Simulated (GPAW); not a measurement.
# Settings that the conductance of an In chain with a Cl atom on top of one atom needs, part 3 of 3

Aim: the cheapest settings that leave the conductance of an In chain with a Cl atom on top of one atom unchanged.

GPAW 26.7.0; GPAW LCAO, PAW setups; Landauer transmission from Green's functions with principal layers (ASE), zero bias.

So far, conductance (G₀): step 2 (base settings) 1.60; step 13 (width of the vacuum box) 0.919; step 14 (width of the vacuum box, box 6 Å) 1.27; step 15 (width of the vacuum box, box 7.5 Å) 1.53; step 16 (varying the width of the vacuum box, box 11 × 11 Å) 1.61.

## (17) Width of the vacuum box, box 13 × 13 Å

The cell differs from the one that the last finished run ended in (a 11.000 → 13.000 Å, b 11.000 → 13.000 Å).

File run.py:

```python
import json
import numpy as np
from ase import Atoms
from ase.transport.calculators import TransportCalculator
from gpaw import GPAW, FermiDirac
from gpaw.lcao.tools import get_lcao_hamiltonian
from scipy.linalg import eigh

# The junction with lead layers at both ends, along the third cell vector
device = Atoms(
    ['In', 'In', 'In', 'In', 'In', 'In', 'Cl', 'In', 'In', 'In', 'In', 'In'],
    positions=[
        [6.50000, 6.50000, 1.47500],
        [6.50000, 6.50000, 4.42500],
        [6.50000, 6.50000, 7.37500],
        [6.50000, 6.50000, 10.32500],
        [6.50000, 6.50000, 13.27500],
        [6.50000, 6.50000, 16.22500],
        [8.72080, 6.50000, 16.22500],
        [6.50000, 6.50000, 19.17500],
        [6.50000, 6.50000, 22.12500],
        [6.50000, 6.50000, 25.07500],
        [6.50000, 6.50000, 28.02500],
        [6.50000, 6.50000, 30.97500]],
    cell=[[13.0, 0.0, 0.0], [0.0, 13.0, 0.0], [0.0, 0.0, 32.45]],
    pbc=True)

# One principal layer of the lead: the first 3 atoms of the device
lead = Atoms(
    ['In', 'In', 'In'],
    positions=[
        [6.50000, 6.50000, 1.47500],
        [6.50000, 6.50000, 4.42500],
        [6.50000, 6.50000, 7.37500]],
    cell=[[13.0, 0.0, 0.0], [0.0, 13.0, 0.0], [0.0, 0.0, 8.85]],
    pbc=True)

settings = dict(mode='lcao', basis='szp(dzp)', xc='LDA', h=0.2,
                occupations=FermiDirac(0.1), maxiter=250,
                mixer=dict(beta=0.1, nmaxold=8, weight=100.0),
                convergence=dict(density=0.0001))
energies = np.arange(-3, 3 + 1e-9, 0.075)
eta = 0.0001
n1, n2 = 1, 1
# k and -k transmit alike, so half of the mesh across the current serves
mesh = [(i, j) for i in range(n1) for j in range(n2) if (i, j) <= (-i % n1, -j % n2)]
weights = np.array([1 if (i, j) == (-i % n1, -j % n2) else 2 for i, j in mesh]) / (n1 * n2)

# [... helper functions left out ...]
fermi_lead = ground_state(lead, (1, 1, 13), 'lead.txt')
fermi_device = ground_state(device, (1, 1, 3), 'device.txt')
# [... loop over the mesh left out, but for ...]
        # Shift the lead onto the potential of the device's first layer
        shift = ((H[:, 0, 0] - H0[:, 0, 0]) / S0[0, 0]).real.mean()
# [...]
kT = 8.617333e-5 * 300
bias = [0.1, 0.2, 0.5, 1.0, 1.5, 2.0]
# [... integrals and printing left out ...]
```

The run is started by

```bash
$ OMP_NUM_THREADS=1 OPENBLAS_NUM_THREADS=2 python run.py
```

Wall time 37 s (2 threads of Arm Neoverse V2, shared host); peak memory 1.8 GiB.

One spin. The transmission, zone mean by energy, zero at the Fermi level:

```csv
energy (eV),"transmission, zone mean"
-3.0000,0.544
-2.7750,0.389
-2.4750,0.281
-2.2500,0.0293
-2.0250,1.1e-7
-1.7250,2.7e-9
-1.5000,3.3e-9
-1.2750,2.8e-7
-0.9750,0.940
-0.7500,0.975
-0.5250,0.984
-0.2250,0.986
0.0000,1.63
0.2250,1.60
0.5250,1.63
0.7500,1.72
0.9750,1.82
1.2750,1.90
1.5000,1.95
1.7250,1.99
2.0250,2.03
2.2500,2.05
2.4750,2.06
2.7750,2.06
3.0000,2.05
```

The conductance, 1.61 G₀, lies 0.3 % above that of the base run.

## (18) Convergence in the width of the vacuum box

This step: convergence of the conductance (GPAW 26.7.0).

The conductance by width of the vacuum box:

```csv
width of the vacuum box (Å),conductance (G₀)
5.00,0.919
6.00,1.27
7.50,1.53
9.00,1.60
11.00,1.61
13.00,1.61
```

## (19) Varying the periods in a principal layer

A principal layer must be long enough that orbitals couple only to the neighbouring layers.

This step: GPAW LCAO, PAW setups; Landauer transmission from Green's functions with principal layers (ASE), zero bias (GPAW 26.7.0).

File run.py:

```python
import json
import numpy as np
from ase import Atoms
from ase.transport.calculators import TransportCalculator
from gpaw import GPAW, FermiDirac
from gpaw.lcao.tools import get_lcao_hamiltonian
from scipy.linalg import eigh

# The junction with lead layers at both ends, along the third cell vector
device = Atoms(
    ['In', 'In', 'In', 'In', 'In', 'In', 'Cl', 'In', 'In', 'In', 'In', 'In'],
    positions=[
        [4.50000, 4.50000, 1.47500],
        [4.50000, 4.50000, 4.42500],
        [4.50000, 4.50000, 7.37500],
        [4.50000, 4.50000, 10.32500],
        [4.50000, 4.50000, 13.27500],
        [4.50000, 4.50000, 16.22500],
        [6.72080, 4.50000, 16.22500],
        [4.50000, 4.50000, 19.17500],
        [4.50000, 4.50000, 22.12500],
        [4.50000, 4.50000, 25.07500],
        [4.50000, 4.50000, 28.02500],
        [4.50000, 4.50000, 30.97500]],
    cell=[[9.0, 0.0, 0.0], [0.0, 9.0, 0.0], [0.0, 0.0, 32.45]],
    pbc=True)

# One principal layer of the lead: the first 1 atoms of the device
lead = Atoms(
    ['In'],
    positions=[
        [4.50000, 4.50000, 1.47500]],
    cell=[[9.0, 0.0, 0.0], [0.0, 9.0, 0.0], [0.0, 0.0, 2.95]],
    pbc=True)

settings = dict(mode='lcao', basis='szp(dzp)', xc='LDA', h=0.2,
                occupations=FermiDirac(0.1), maxiter=250,
                mixer=dict(beta=0.1, nmaxold=8, weight=100.0),
                convergence=dict(density=0.0001))
energies = np.arange(-3, 3 + 1e-9, 0.075)
eta = 0.0001
n1, n2 = 1, 1
# k and -k transmit alike, so half of the mesh across the current serves
mesh = [(i, j) for i in range(n1) for j in range(n2) if (i, j) <= (-i % n1, -j % n2)]
weights = np.array([1 if (i, j) == (-i % n1, -j % n2) else 2 for i, j in mesh]) / (n1 * n2)

# [... helper functions left out ...]
fermi_lead = ground_state(lead, (1, 1, 38), 'lead.txt')
fermi_device = ground_state(device, (1, 1, 3), 'device.txt')
# [... loop over the mesh left out, but for ...]
        # Shift the lead onto the potential of the device's first layer
        shift = ((H[:, 0, 0] - H0[:, 0, 0]) / S0[0, 0]).real.mean()
# [...]
kT = 8.617333e-5 * 300
bias = [0.1, 0.2, 0.5, 1.0, 1.5, 2.0]
# [... integrals and printing left out ...]
```

It took 23 s on 2 threads; peak memory 1 GiB.

This step gave:

```
conductance                                    : 1.328 G₀
largest coupling past the next principal layer : 0.6440 eV
largest misfit of the first principal layer    : 0.003158 eV
shift that aligns the lead                     : 8.92e-4 eV
basis functions of a principal layer           : 14
transmission at the Fermi level (one spin)     : 1.322
```

One spin. Table of transmission, zone mean by energy, zero at the Fermi level:

```csv
energy (eV),"transmission, zone mean"
-3.00,0.474
-2.85,0.308
-2.70,0.254
-2.55,0.257
-2.33,0.277
-2.17,3.4e-7
-2.02,2.4e-5
-1.88,0.0475
-1.73,0.288
-1.57,0.308
-1.35,0.329
-1.20,0.368
-1.05,0.432
-0.90,0.532
-0.75,0.668
-0.60,0.821
-0.38,0.979
-0.23,0.999
-0.07,1.14
0.00,1.32
0.07,1.54
0.15,1.67
0.23,1.66
0.38,1.52
0.60,1.55
0.75,1.69
0.90,1.83
1.05,1.90
1.20,1.89
1.35,1.84
1.57,1.81
1.73,1.86
1.88,1.94
2.02,2.02
2.17,2.08
2.33,2.11
2.40,2.11
2.55,2.07
2.70,1.98
2.85,1.90
3.00,1.94
```

Not self-consistent under bias; the bias window is split evenly. The current through one cell, from the zero-bias transmission by bias:

```csv
bias (V),"current through one cell, from the zero-bias transmission (μA)"
0.100,10.3
0.200,20.6
0.500,51.5
1.000,100
1.500,146
2.000,192
```

The conductance, 1.33 G₀, lies 17 % below that of the base run. Couplings past the next layer reach 0.64 eV, too large to drop without error; the matrix elements of the cell's first layer differ from the bulk lead's by up to 0.0032 eV. That layer keeps its own values in the calculation, and only beyond it is the lead taken as perfect.

## (20) Periods in a principal layer

Changes to run.py since step 19:

```diff
@@ -27,8 +27,9 @@
 
-# One principal layer of the lead: the first 1 atoms of the device
+# One principal layer of the lead: the first 2 atoms of the device
 lead = Atoms(
-    ['In'],
+    ['In', 'In'],
     positions=[
-        [4.50000, 4.50000, 1.47500]],
-    cell=[[9.0, 0.0, 0.0], [0.0, 9.0, 0.0], [0.0, 0.0, 2.95]],
+        [4.50000, 4.50000, 1.47500],
+        [4.50000, 4.50000, 4.42500]],
+    cell=[[9.0, 0.0, 0.0], [0.0, 9.0, 0.0], [0.0, 0.0, 5.9]],
     pbc=True)
@@ -47,3 +48,3 @@
 # [... helper functions left out ...]
-fermi_lead = ground_state(lead, (1, 1, 38), 'lead.txt')
+fermi_lead = ground_state(lead, (1, 1, 19), 'lead.txt')
 fermi_device = ground_state(device, (1, 1, 3), 'device.txt')
```

Wall time 23 s (2 threads); peak memory 1.1 GiB.

Numbers from this step:

| Quantity | Value |
| --- | --- |
| conductance | 1.601 G₀ |
| largest coupling past the next principal layer | 0.005501 eV |
| largest misfit of the first principal layer | 0.004658 eV |
| shift that aligns the lead | 0.001005 eV |
| basis functions of a principal layer | 28 |
| transmission at the Fermi level (one spin) | 1.628 |

One spin. Transmission, zone mean against energy, zero at the Fermi level:

```csv
energy (eV),"transmission, zone mean"
-3.00,0.539
-2.77,0.388
-2.55,0.312
-2.40,0.230
-2.17,3.9e-8
-1.95,1.5e-7
-1.73,2.6e-9
-1.57,2.4e-9
-1.35,2.1e-8
-1.12,0.842
-0.90,0.959
-0.75,0.976
-0.53,0.985
-0.30,0.987
-0.07,1.54
0.00,1.63
0.07,1.63
0.30,1.58
0.53,1.62
0.75,1.72
0.90,1.78
1.12,1.86
1.35,1.92
1.57,1.96
1.73,1.98
1.95,2.01
2.17,2.04
2.40,2.06
2.55,2.06
2.77,2.06
3.00,2.05
```

Not self-consistent under bias; the bias window is split evenly. The current through one cell, from the zero-bias transmission by bias:

```csv
bias (V),"current through one cell, from the zero-bias transmission (μA)"
0.100,12.3
0.200,24.3
0.500,56.4
1.000,106
1.500,158
2.000,210
```

The conductance equals that of the base run to 0.2 %. Couplings past the next layer reach 0.0055 eV, small for the conductance, though enough to leave ripples in T(E); the matrix elements of the cell's first layer differ from the bulk lead's by up to 0.0047 eV. That layer keeps its own values in the calculation, and only beyond it is the lead taken as perfect.

## (21) Varying the periods in a principal layer

Changes to run.py since step 20:

```diff
@@ -27,9 +27,11 @@
 
-# One principal layer of the lead: the first 2 atoms of the device
+# One principal layer of the lead: the first 4 atoms of the device
 lead = Atoms(
-    ['In', 'In'],
+    ['In', 'In', 'In', 'In'],
     positions=[
         [4.50000, 4.50000, 1.47500],
-        [4.50000, 4.50000, 4.42500]],
-    cell=[[9.0, 0.0, 0.0], [0.0, 9.0, 0.0], [0.0, 0.0, 5.9]],
+        [4.50000, 4.50000, 4.42500],
+        [4.50000, 4.50000, 7.37500],
+        [4.50000, 4.50000, 10.32500]],
+    cell=[[9.0, 0.0, 0.0], [0.0, 9.0, 0.0], [0.0, 0.0, 11.8]],
     pbc=True)
@@ -48,3 +50,3 @@
 # [... helper functions left out ...]
-fermi_lead = ground_state(lead, (1, 1, 19), 'lead.txt')
+fermi_lead = ground_state(lead, (1, 1, 10), 'lead.txt')
 fermi_device = ground_state(device, (1, 1, 3), 'device.txt')
```

Wall time 27 s (2 threads); peak memory 1.1 GiB.

The conductance equals that of the base run to 0.2 %. Couplings past the next layer reach 1.3e-15 eV, small enough to drop; the matrix elements of the cell's first layer differ from the bulk lead's by up to 0.042 eV. That layer keeps its own values in the calculation, and only beyond it is the lead taken as perfect.

## (22) Convergence in the periods in a principal layer

This step: convergence of the conductance (GPAW 26.7.0).

The conductance by periods in a principal layer:

```csv
periods in a principal layer,conductance (G₀)
1.00,1.33
2.00,1.60
3.00,1.60
4.00,1.60
```

## (23) Summary of results

| Item | Value |
| --- | --- |
| conductance at the base settings | 1.60 G₀ |
| range over the lead periods between scatterer and principal layer (0 to 6) | 1.58 to 1.62 G₀ |
| range over the energy step (0.0125 to 0.2 eV) | 1.56 to 1.61 G₀ |
| range over the width of the vacuum box (5 to 13 Å) | 0.919 to 1.61 G₀ |
| range over the periods in a principal layer (1 to 4) | 1.33 to 1.60 G₀ |

In words: At the base settings the conductance, averaged at 300 K, is 1.60 G₀. In the lead periods between scatterer and principal layer, no value tried moves the conductance by 3 %. In the energy step, 0.1 eV already gives the conductance within 3 % of the finest value tried; currents at finite bias may need more. In the width of the vacuum box, 9 Å already gives the conductance within 3 % of the finest value tried; currents at finite bias may need more. In the periods in a principal layer, 2 already gives the conductance within 3 % of the finest value tried; currents at finite bias may need more. Over the ranges tried, the width of the vacuum box moves it most, counted as a ratio. The geometry was built from estimated bond lengths and not relaxed, so the numbers describe this model structure. Spin-orbit coupling is left out, which matters for the heavy atoms here. An evenly spaced straight chain is an idealisation: free chains tend to dimerise, zigzag or, where a band edge lies near the Fermi level, turn magnetic. The currents use the zero-bias T(E) throughout, which holds only while the bias is small against the distance to the nearest feature. The thermopower isn't quoted: it samples T(E) farther from the Fermi level than the conductance does, and the energy grid wasn't tested for it.

[Logs are printed without paths, hosts, clocks, repeated set-up lines and the standing remarks that a program may print on its own settings, such as how far it seeks lower states.]

[Hosts, paths, dates, database ids (printed as entryN), source tags and the programs' standing remarks are cut or masked in the printed files.]
